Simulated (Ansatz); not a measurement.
## AlCr: relaxing a made-up structure

Starting from a made-up structure for AlCr, the aim is the relaxed cell, its shortest contacts and, where a second run follows, its electronic structure.

Program: Ansatz 0.2.0. Level of theory: DFT, PBE, plane-wave PAW, files of the set soft_1, scalar-relativistic, ferromagnetic start, cell and ions relaxed at zero pressure; PAW set soft_1. Results are calculated unless marked as measured.

## (1) Set-up

It takes space group R-3m (No. 166, trigonal). The conventional cell has a = 2.787 Å, b = 2.787 Å, c = 13.242 Å, α = 90.00°, β = 90.00°, γ = 120.00°. Nearest to Cr lie 6 Al at 2.73 Å and 6 Cr at 2.79 Å. Nearest to Al lie 6 Cr at 2.73 Å and 6 Al at 2.79 Å. Farther neighbours are not listed.

## (2) Relaxing cell and atoms

The guessed cell has no reason to be at equilibrium. It is relaxed with the atoms, within the space group of the guess.

The input, input.yaml:

```yaml
crystal:
  lattice:
    - [1.3935, 0.8045376, 4.414]
    - [-1.3935, 0.8045376, 4.414]
    - [0.0, -1.6090752, 4.414]
  atoms:
    - { symbol: Cr, position: [0.0, 0.0, 0.0], spin: 3.0 }
    - { symbol: Al, position: [0.5, 0.5, 0.5] }
magnetization:
  spin_polarized: true
kpoints:
  mp_grid: { grid: [11, 11, 11] }
scf:
  occupations: { method: fermi_dirac, width: 0.05 }
hamiltonian:
  xc: pbe
  pseudopotentials: { kind: paw, azcp: { folder: soft_1 } }
relax:
  f_tol: 0.015
  max_steps: 70
  cell: {}
output:
  forces: true
  stress: true
```

Run with:

```sh
> ansatz run input.yaml --threads 4 --pin off --max-ram 8192MiB --backend cpu --events-out ev --progress --plain --runs-dir out
```

Numbers of over 12 decimals in the logs are rounded to 6 here.

The log of the run:

```text
basis.fft_grid_basis auto: the FFT boxes are laid along the combinations [[1, 0, -1], [0, 1, -1], [0, 0, 1]] of the cell's own vectors, 2.787, 2.787 and 4.698 Å long. The dense box has 20×20×32 points. Along the cell's own vectors, as sized, it would have 32×32×32, 2.56 times as many. Of the 12 symmetry operations that the crystal satisfies within crystal.symmetry.tolerance (time reversal apart; of a slab, those that [...]
Engine: ansatz 0.2.0, aarch64-unknown-linux-gnu
Pseudopotentials: kind: paw
Pseudopotential: Cr, paw, valence charge 14, recommended cutoff 420 eV (normal), soft_1/Cr.paw.azcp
Pseudopotential: Al, paw, valence charge 3, recommended cutoff 420 eV (normal), soft_1/Al.paw.azcp
Functional definition: PBE
  parameter kappa = 0.804
  parameter beta = 0.066725
  exchange = pbe_x(kappa = kappa, mu = beta*pi^2/3)
  correlation = pbe_c(beta = beta)
Crystal: 2 atoms, lattice volume = 29.692 Å³
Basis set: ecut = 420 eV, 567 PW (Γ), FFT grids on a1−a3, a2−a3, a3, exchange–correlation on 40×40×64 points (8 copies of the dense FFT grid, shifted against one another)
Bands: 14, of which v1, the nominal top of the filled ones, is band 9 counted from 1 (8 counted from 0)
Symmetry: 12 space group operations
Space group: R-3m (ITA 166), of the structure as read, at distance tolerance 3.1e-5 Å
Magnetic group: BNS 166.97 (UNI 1327), of the structure as read, at distance tolerance 3.1e-5 Å
k-points: 146 of 1331
Non-local potential: Cr, projectors of the file, l = 0: 3, l = 1: 2, l = 2: 3, l = 3: 1
Non-local potential: Al, projectors of the file, l = 0: 2, l = 1: 2, l = 2: 1
PAW form: soft (Blöchl's): semilocal exchange-correlation on the pseudo side does not see the compensation charge
PAW one-centre angular grid: Cr, 590 points (default); XC on 64 Gauss nodes
PAW one-centre angular grid: Al, 110 points (default); XC on 64 Gauss nodes
Initial density: superposition of atomic densities (chi_scale 0.1, normalization cell)
Starting moments: Σ|m| = 3 μB on 1 of 2 sites
Initial wavefunctions: pseudopotential atomic-orbital guess
Functional: x = pbe(κ = 0.804, μ = 0.219515), c = pbe(β = 0.066725)
SCF iter   1: F=—  HF=-3915.549585 eV  |F-HF|=—  |Δ(HF+E_count)|=         —  Δρ=9.39e-2 (↑9.39e-2 ↓4.27e-2)  dr2=5.61e0  dr2_m=2.46e-1  M=2.388 μB ∫|m|=2.481 μB  β_m=0.30  ethr=3.10e-3  ⟨swp⟩=4.1  Hψ=19202  notcnv=0
Mixer restart at iter 1: flushing history
preconditioner: auto → none  [metal: Δε(μ)=0.007 eV  Ē_g=7.132 eV  σ=0.050 eV  W_gap=0.03  n_scr=2 (ndim 8)  ℏωp=20.4 eV  f_vac=0.000  D(μ)=2.86/eV (n_scr^D=28)  sad-step TF]
SCF iter   2: F=—  HF=-3914.982381 eV  |F-HF|=—  |Δ(HF+E_count)|=   5.67e-1  Δρ=4.01e-2 (↑4.01e-2 ↓2.41e-2)  dr2=1.26e0  dr2_m=5.24e-2  M=2.420 μB ∫|m|=2.523 μB  β_m=0.41  ethr=3.10e-3  ⟨swp⟩=2.0  Hψ=10029  notcnv=0  defer=191
SCF iter   3: F=—  HF=-3914.762942 eV  |F-HF|=—  |Δ(HF+E_count)|=   2.19e-1  Δρ=1.19e-2 (↑1.19e-2 ↓9.74e-3)  dr2=5.07e-2  dr2_m=1.10e-2  M=2.394 μB ∫|m|=2.516 μB  β_m=0.64  ethr=3.10e-3  ⟨swp⟩=2.6  Hψ=8016  notcnv=0  defer=191
SCF iter   4: F=—  HF=-3915.253302 eV  |F-HF|=—  |Δ(HF+E_count)|=         —  Δρ=8.85e-2 (↑8.85e-2 ↓7.30e-2)  dr2=1.06e-1  dr2_m=1.73e0  M=0.905 μB ∫|m|=1.022 μB  β_m=1.00  ethr=2.98e-4  ⟨swp⟩=2.2  Hψ=9685  notcnv=0  defer=175
Mixer restart at iter 4: flushing history
SCF iter   5: F=—  HF=-3914.957986 eV  |F-HF|=—  |Δ(HF+E_count)|=   2.95e-1  Δρ=4.29e-2 (↑4.29e-2 ↓8.34e-3)  dr2=7.00e-1  dr2_m=9.96e-2  M=1.199 μB ∫|m|=1.310 μB  β_m=0.64  ethr=2.94e-4  ⟨swp⟩=3.1  Hψ=9511  notcnv=0  defer=153
SCF iter   6: F=—  HF=-3915.223823 eV  |F-HF|=—  |Δ(HF+E_count)|=   2.66e-1  Δρ=7.97e-2 (↑7.97e-2 ↓1.53e-2)  dr2=2.95e0  dr2_m=3.41e-1  M=0.535 μB ∫|m|=0.609 μB  β_m=0.43  ethr=2.94e-4  ⟨swp⟩=3.2  Hψ=11918  notcnv=0  defer=62  recentre
SCF iter   7: F=—  HF=-3914.856109 eV  |F-HF|=—  |Δ(HF+E_count)|=   3.68e-1  Δρ=1.31e-2 (↑1.26e-2 ↓1.31e-2)  dr2=1.35e-3  dr2_m=4.47e-2  M=0.754 μB ∫|m|=0.839 μB  β_m=0.34  ethr=2.94e-4  ⟨swp⟩=3.0  Hψ=11715  notcnv=0  defer=33
SCF iter   8: F=—  HF=-3914.856005 eV  |F-HF|=—  |Δ(HF+E_count)|=   1.04e-4  Δρ=1.38e-2 (↑1.38e-2 ↓1.18e-2)  dr2=1.52e-3  dr2_m=4.43e-2  M=0.735 μB ∫|m|=0.820 μB  β_m=0.21  ethr=7.92e-6  ⟨swp⟩=1.4  Hψ=6458  notcnv=0  defer=31
SCF iter   9: F=—  HF=-3914.855286 eV  |F-HF|=—  |Δ(HF+E_count)|=   7.19e-4  Δρ=1.05e-2 (↑1.05e-2 ↓1.03e-2)  dr2=1.02e-3  dr2_m=2.94e-2  M=0.702 μB ∫|m|=0.782 μB  β_m=0.18  ethr=7.92e-6  ⟨swp⟩=2.1  Hψ=6731  notcnv=0  defer=31
SCF iter  10: F=—  HF=-3914.853079 eV  |F-HF|=—  |Δ(HF+E_count)|=   2.21e-3  Δρ=1.24e-2 (↑1.24e-2 ↓1.17e-2)  dr2=2.72e-3  dr2_m=3.90e-2  M=0.784 μB ∫|m|=0.876 μB  β_m=0.16  ethr=6.00e-6  ⟨swp⟩=2.2  Hψ=5913  notcnv=0  defer=32
SCF iter  11: F=—  HF=-3914.859767 eV  |F-HF|=—  |Δ(HF+E_count)|=   6.69e-3  Δρ=1.45e-2 (↑1.45e-2 ↓1.17e-2)  dr2=2.34e-3  dr2_m=4.63e-2  M=0.662 μB ∫|m|=0.735 μB  β_m=0.74  ethr=6.00e-6  ⟨swp⟩=2.5  Hψ=7650  notcnv=0  defer=31
SCF iter  12: F=—  HF=-3914.865258 eV  |F-HF|=—  |Δ(HF+E_count)|=   5.49e-3  Δρ=1.20e-2 (↑1.20e-2 ↓1.04e-2)  dr2=9.08e-4  dr2_m=3.38e-2  M=0.390 μB ∫|m|=0.444 μB  β_m=0.52  ethr=6.00e-6  ⟨swp⟩=2.1  Hψ=7612  notcnv=0  defer=38
SCF iter  13: F=-3914.865901 eV  HF=-3914.867308 eV  |F-HF|=1.41e-3  |Δ(HF+E_count)|=   2.05e-3  Δρ=6.63e-3 (↑6.50e-3 ↓6.63e-3)  dr2=7.71e-5  dr2_m=1.17e-2  M=0.169 μB ∫|m|=0.202 μB  β_m=0.66  ethr=5.34e-6  ⟨swp⟩=2.0  Hψ=8940  notcnv=0  defer=29
SCF iter  14: F=-3914.867419 eV  HF=-3914.868071 eV  |F-HF|=6.52e-4  |Δ(HF+E_count)|=   7.63e-4  Δρ=4.49e-3 (↑4.49e-3 ↓2.76e-3)  dr2=1.04e-3  dr2_m=3.32e-3  M=-0.061 μB ∫|m|=0.064 μB  β_m=0.71  ethr=4.54e-7  ⟨swp⟩=3.1  Hψ=10057  notcnv=0  defer=25
SCF iter  15: F=-3914.868046 eV  HF=-3914.868042 eV  |F-HF|=4.04e-6  |Δ(HF+E_count)|=   2.93e-5  Δρ=1.01e-3 (↑1.01e-3 ↓7.91e-4)  dr2=6.38e-5  dr2_m=1.94e-4  M=-0.015 μB ∫|m|=0.017 μB  β_m=0.85  ethr=4.54e-7  ⟨swp⟩=2.2  Hψ=7991  notcnv=0  defer=22
SCF iter  16: F=-3914.868006 eV  HF=-3914.868111 eV  |F-HF|=1.05e-4  |Δ(HF+E_count)|=   6.94e-5  Δρ=1.75e-3 (↑1.75e-3 ↓1.39e-3)  dr2=6.02e-5  dr2_m=6.48e-4  M=0.033 μB ∫|m|=0.038 μB  β_m=0.71  ethr=3.75e-7  ⟨swp⟩=2.1  Hψ=6684  notcnv=0  defer=22  recentre
SCF iter  17: F=-3914.868092 eV  HF=-3914.868093 eV  |F-HF|=8.71e-7  |Δ(HF+E_count)|=   1.77e-5  Δρ=1.02e-4 (↑1.02e-4 ↓8.36e-5)  dr2=3.02e-6  dr2_m=1.72e-6  M=0.002 μB ∫|m|=0.003 μB  β_m=0.70  ethr=3.54e-7  ⟨swp⟩=2.0  Hψ=6651  notcnv=0  defer=22
[...]
SCF iter   7: F=—  HF=-3915.013283 eV  |F-HF|=—  |Δ(HF+E_count)|=   9.84e-6  Δρ=4.60e-5 (↑2.03e-5 ↓4.60e-5)  dr2=3.33e-7  dr2_m=2.56e-7  M=-0.001 μB ∫|m|=0.001 μB  β_m=0.82  ethr=3.83e-9  ⟨swp⟩=2.1  Hψ=6731  notcnv=0
SCF iter   8: F=—  HF=-3915.013284 eV  |F-HF|=—  |Δ(HF+E_count)|=   1.65e-6  Δρ=7.00e-6 (↑1.95e-6 ↓7.00e-6)  dr2=1.26e-8  dr2_m=4.13e-9  M=-0.000 μB ∫|m|=0.000 μB  β_m=0.91  ethr=1.96e-9  ⟨swp⟩=2.0  Hψ=6584  notcnv=0
SCF iter   9: F=-3915.013284 eV  HF=-3915.013284 eV  |F-HF|=2.12e-9  |Δ(HF+E_count)|=   3.15e-8  Δρ=1.56e-6 (↑1.56e-6 ↓1.03e-6)  dr2=2.26e-9  dr2_m=2.96e-11  M=0.000 μB ∫|m|=0.000 μB  ethr=7.41e-11  ⟨swp⟩=1.5  Hψ=12113  notcnv=0
the starting moments were not kept: the SCF closed with an absolute magnetisation of 1.0e-5 μB, where they sum to 3 μB in size (1 site). That is at most 0.1 of that sum. Measured as dr2_m measures the in/out step, that magnetisation stands 6.8e-11 eV from none, at or under the dr2_threshold of 2.0e-7 eV: it is no larger than a step whose dr2_m would equal this threshold.
SCF 3 converged in 9 iterations: F = -3915.013284 eV  dr2 = 2.26e-9
relax step   3: F+E_penalty+E_count = -3915.01328437 eV  Δ(F+E_penalty+E_count) = -6.476e-3 eV  max|allowed force component| = 6.311e-30 eV/Å  Δτ_max = 0.0000 Å  P = -0.684 GPa  Ω = 26.768 Å³  energy of the carried Pulay correction = +8.828e-4 eV  (9 SCF iters, dr2 threshold 2.00e-7 eV, accepted)
[...]
relax step   4: F+E_penalty+E_count = -3915.01360492 eV  Δ(F+E_penalty+E_count) = -3.205e-4 eV  max|allowed force component| = 7.363e-30 eV/Å  Δτ_max = 0.0000 Å  P = -0.027 GPa  Ω = 26.656 Å³  energy of the carried Pulay correction = +9.188e-4 eV  (9 SCF iters, dr2 threshold 2.00e-7 eV, accepted)
Basis set: ecut = 420 eV, 525 PW (Γ), FFT grids on a1−a3, a2−a3, a3, exchange–correlation on 36×36×64 points (8 copies of the dense FFT grid, shifted against one another)
Initial wavefunctions: pseudopotential atomic-orbital guess (no wavefunctions were taken with the density)
iter 1 solved again at ethr=7.50e-8 eV; its pass at ethr=3.10e-3 eV (dr2=1.27e-5 eV) is discarded
SCF iter   1: F=—  HF=-3915.012749 eV  |F-HF|=—  |Δ(HF+E_count)|=         —  Δρ=1.19e-4 (↑1.18e-4 ↓1.19e-4)  dr2=1.65e-5  dr2_m=6.37e-11  M=-0.000 μB ∫|m|=0.000 μB  β_m=0.65  ethr=7.50e-8  ⟨swp⟩=2.1  Hψ=28716  notcnv=0
preconditioner: auto → none  [metal: Δε(μ)=0.005 eV  Ē_g=7.045 eV  σ=0.050 eV  W_gap=0.02  n_scr=2 (ndim 8)  ℏωp=21.6 eV  f_vac=0.000  D(μ)=1.61/eV (n_scr^D=16)]
SCF iter   2: F=—  HF=-3915.012736 eV  |F-HF|=—  |Δ(HF+E_count)|=   1.31e-5  Δρ=9.36e-5 (↑9.36e-5 ↓9.30e-5)  dr2=1.45e-5  dr2_m=3.02e-11  M=-0.000 μB ∫|m|=0.000 μB  β_m=0.36  ethr=7.50e-8  ⟨swp⟩=2.7  Hψ=6546  notcnv=0
SCF iter   3: F=—  HF=-3915.012740 eV  |F-HF|=—  |Δ(HF+E_count)|=   3.74e-6  Δρ=2.15e-5 (↑2.13e-5 ↓2.15e-5)  dr2=1.48e-7  dr2_m=2.93e-11  M=-0.000 μB ∫|m|=0.000 μB  β_m=0.53  ethr=7.50e-8  ⟨swp⟩=2.3  Hψ=5621  notcnv=0
SCF iter   4: F=—  HF=-3915.012743 eV  |F-HF|=—  |Δ(HF+E_count)|=   3.55e-6  Δρ=1.35e-5 (↑1.35e-5 ↓1.32e-5)  dr2=2.70e-7  dr2_m=9.59e-12  M=-0.000 μB ∫|m|=0.000 μB  β_m=0.63  ethr=8.70e-10  ⟨swp⟩=2.0  Hψ=6737  notcnv=0
SCF iter   5: F=—  HF=-3915.012744 eV  |F-HF|=—  |Δ(HF+E_count)|=   1.29e-6  Δρ=8.67e-6 (↑8.67e-6 ↓8.46e-6)  dr2=1.52e-7  dr2_m=3.70e-12  M=-0.000 μB ∫|m|=0.000 μB  β_m=0.74  ethr=8.70e-10  ⟨swp⟩=2.0  Hψ=6246  notcnv=0
SCF iter   6: F=—  HF=-3915.012745 eV  |F-HF|=—  |Δ(HF+E_count)|=   7.50e-7  Δρ=3.34e-6 (↑3.34e-6 ↓3.27e-6)  dr2=1.81e-8  dr2_m=3.43e-13  M=-0.000 μB ∫|m|=0.000 μB  β_m=0.83  ethr=8.70e-10  ⟨swp⟩=2.1  Hψ=6277  notcnv=0
SCF iter   7: F=—  HF=-3915.012745 eV  |F-HF|=—  |Δ(HF+E_count)|=   5.60e-8  Δρ=5.97e-7 (↑5.97e-7 ↓5.82e-7)  dr2=5.17e-10  dr2_m=1.69e-14  M=-0.000 μB ∫|m|=0.000 μB  β_m=0.91  ethr=1.07e-10  ⟨swp⟩=2.0  Hψ=6303  notcnv=0
SCF iter   8: F=—  HF=-3915.012745 eV  |F-HF|=—  |Δ(HF+E_count)|=  2.08e-10  Δρ=5.10e-8 (↑4.66e-8 ↓5.10e-8)  dr2=2.86e-12  dr2_m=2.61e-15  M=-0.000 μB ∫|m|=0.000 μB  β_m=0.83  ethr=3.04e-12  ⟨swp⟩=2.0  Hψ=6348  notcnv=0
SCF iter   9: F=-3915.012745 eV  HF=-3915.012745 eV  |F-HF|=2.27e-12  |Δ(HF+E_count)|=  4.09e-12  Δρ=4.12e-8 (↑3.85e-8 ↓4.12e-8)  dr2=2.70e-12  dr2_m=5.37e-16  M=-0.000 μB ∫|m|=0.000 μB  ethr=1.00e-12  ⟨swp⟩=3.0  Hψ=12964  notcnv=0
the starting moments were not kept: the SCF closed with an absolute magnetisation of 6.4e-8 μB, where they sum to 3 μB in size (1 site). That is at most 0.1 of that sum. Measured as dr2_m measures the in/out step, that magnetisation stands 3.7e-15 eV from none, at or under the dr2_threshold of 2.0e-11 eV: it is no larger than a step whose dr2_m would equal this threshold.
SCF 5 converged in 9 iterations: F = -3915.012745 eV  dr2 = 2.70e-12
relax step   5: F+E_penalty+E_count = -3915.01274526 eV  Δ(F+E_penalty+E_count) = +8.597e-4 eV  max|allowed force component| = 7.363e-30 eV/Å  Δτ_max = 0.0000 Å  P = -0.024 GPa  Ω = 26.656 Å³  stress off target by 3.29e-2 GPa  SCF on the basis re-selected at this cell (its energy is not comparable with the rows above)  (9 SCF iters)
basis re-selected at this cell: Δ(F+E_penalty+E_count) = +8.597e-4 eV, ΔP = +0.004 GPa vs the last step (what re-selecting the basis moved, of the pressure what is left beyond the Pulay correction that the steps carried, after the strain that the cell walked since its last selection, with what the two solves' SCF thresholds leave and, on support functions, any second-order correction that the steps lacked; it is no measure of the basis error at this ecutwfc). The dense FFT grid was sized anew with the basis: this SCF ran on 18×18×32 points, the steps before it on 20×20×32, so part of this shift can come from that change (see relax.cell in the input reference). [rest of the remark cut]
SCF converged after 9 iterations
Magnetization: -0.0000 μB (8.5000 up, 8.5000 down)
Absolute magnetization: 0.0000 μB (∫|ρ↑−ρ↓|, with the PAW one-centre terms)
Spin contamination: 0.0000 ħ² per cell (⟨S²⟩ above its minimum at these occupations)
Per-site moments (μB) at R_I (Å): [(-5.76875401454245e-8, 1.091786), (2.858261429934128e-9, 1.091786)]
Free energy (F): -3915.012745 eV
Harris-Foulkes:  -3915.012745 eV  (|F-HF|=2.27e-12)
Internal energy: -3914.999333 eV  (E = F + TS)
E sigma→0 (E₀):  -3915.006039 eV
Entropy (-TS):   -0.013412 eV (-6.706 meV/atom)
Fermi energy:    13.087658 eV
--- Per-component energies (eV) ---
  E_band       = -202.497308
  E_kinetic    = 326.275398
  E_local      = -1820.419716  (includes V_loc(G=0)·N_el)
  E_nonlocal   = 53.162337
  E_hartree    = 844.949254
  E_xc         = -154.189945
  E_vxc        = -177.417502  (∫ρ·V_xc dr)
  E_paw        = -1688.614344  (= ΣΔE_a)
  E_vpaw       = -273.997221  (= ΣTr[D̂ρ^β])
  E_aug_tail   = 0.000795  (compensation charges beyond the density's cutoff)
  E_ewald      = -1476.163113
  E_smearing   = -0.013412  (= −TS)
  E_closure    = 0.000000  (closes the sum)
  Σ components = -3915.012745   (vs F -3915.012745, Δ=0.00e0)
--- Forces (eV/Å), atoms counted from 1 ---
  atom   1  Cr    -0.00000000     0.00000000     0.00000000
  atom   2  Al    -0.00000000     0.00000000    -0.00000000
  max |Σ_I F_I| component: 2.10e-30 eV/Å
--- Stress (GPa, compression-positive) ---
       -0.032930      -0.000000       0.000000
       -0.000000      -0.032930      -0.000000
        0.000000      -0.000000      -0.004896
  P = ⅓ Tr σ = -0.0236 GPa (-0.236 kbar)
--- Relaxed structure (4 steps of the walk, 4 accepted, 1 SCFs on fresh bases) ---
  F+E_penalty+E_count = -3915.01274526 eV   max|allowed force component| = 7.363e-30 eV/Å   (the final SCF, on the basis selected at the relaxed cell)
  cell:  # Å, volume = 26.6558 Å³
    - [1.338035, 0.772515, 4.297992]
    - [-1.338035, 0.772515, 4.297992]
    - [0, -1.545030, 4.297992]
  atoms:
    - { symbol: Cr, position: [0, 0, 0] }
    - { symbol: Al, position: [0.500000, 0.500000, 0.500000] }
```

The job ended after 12 s (4 threads of Arm Neoverse V2, shared host; peak memory 0.39 GiB).

Relaxation path:

| step | energy less that of the first step (eV) | largest force component (eV/Å) | pressure (GPa) | volume (Å³) |
| --- | --- | --- | --- | --- |
| 1 | 0.0000 | 0.0000 | -13.66 | 29.69 |
| 2 | -0.1387 | 0.0000 | 3.66 | 26.07 |
| 3 | -0.1452 | 0.0000 | -0.68 | 26.77 |
| 4 | -0.1455 | 0.0000 | -0.03 | 26.66 |
| 5* | -0.1446 | 0.0000 | -0.02 | 26.66 |

Relaxation steps marked * repeat the geometry before them on a plane-wave basis chosen anew for their cell, so energy and pressure can jump there.

Forces are held to the 12 operations that the run works with; a distortion that breaks them can't arise in this run.

| conventional cell, symmetrised | before | after | change |
| --- | --- | --- | --- |
| a (Å) | 2.787 | 2.676 | -4.0 % |
| b (Å) | 2.787 | 2.676 | -4.0 % |
| c (Å) | 13.242 | 12.894 | -2.6 % |
| volume (Å³/atom) | 14.85 | 13.33 | -10.2 % |

Final coordinates:

```
Cr Al
1.0
     1.33804    0.77252    4.29799
    -1.33804    0.77252    4.29799
     0.00000   -1.54503    4.29799
Cr Al
1 1
Direct
  0.00000 0.00000 0.00000
  0.50000 0.50000 0.50000
```

This step gave:

```yaml
free_energy: -3915.0127 eV
energy_at_zero_smearing: -3915.0060 eV
smearing_term_ts: 0.01341 eV
fermi_energy: 13.09 eV
electrons: 17
symmetry_operations: 12
pressure: -0.02359 GPa
```

Shortest distances by pair of elements, guess and relaxed (not always the same contact):

| pair | guess (Å) | relaxed (Å) |
| --- | --- | --- |
| Al–Cr | 2.731 | 2.647 |
| Cr–Cr | 2.787 | 2.676 |
| Al–Al | 2.787 | 2.676 |

The relaxation ends with a pressure of -0.02 GPa. The starting moments have collapsed: the run ends non-magnetic.

## (3) Summary of results

| Item | Value |
| --- | --- |
| space group, relaxed | R-3m |
| conventional cell | a = 2.676, b = 2.676, c = 12.894 Å; α = 90.0°, β = 90.0°, γ = 120.0° |
| volume per atom | 13.33 Å³ (guess 14.85) |
| total moment | 0.00 μB in the cell of 2 atoms |

**Reading.** AlCr relaxes to R-3m with a = 2.676, b = 2.676 and c = 12.894 Å. The guessed volume was 11 % too large. The space group R-3m was held in the relaxation, so the end point is a stationary structure within it and may be a saddle against distortions or other arrangements. The moments died out from this one start and weren't seeded again at the relaxed cell. Mesh and cutoff weren't tested. No dispersion term is used, so weakly bound directions may come out too long. Nothing here tests whether the compound is stable against decomposition.

[Logs are printed without paths, hosts, clocks, repeated set-up lines and the standing remarks that a program may print on its own settings, such as how far it seeks lower states.]

[Hosts, paths, dates, database ids (printed as entryN), source tags and the programs' standing remarks are cut or masked in the printed files.]
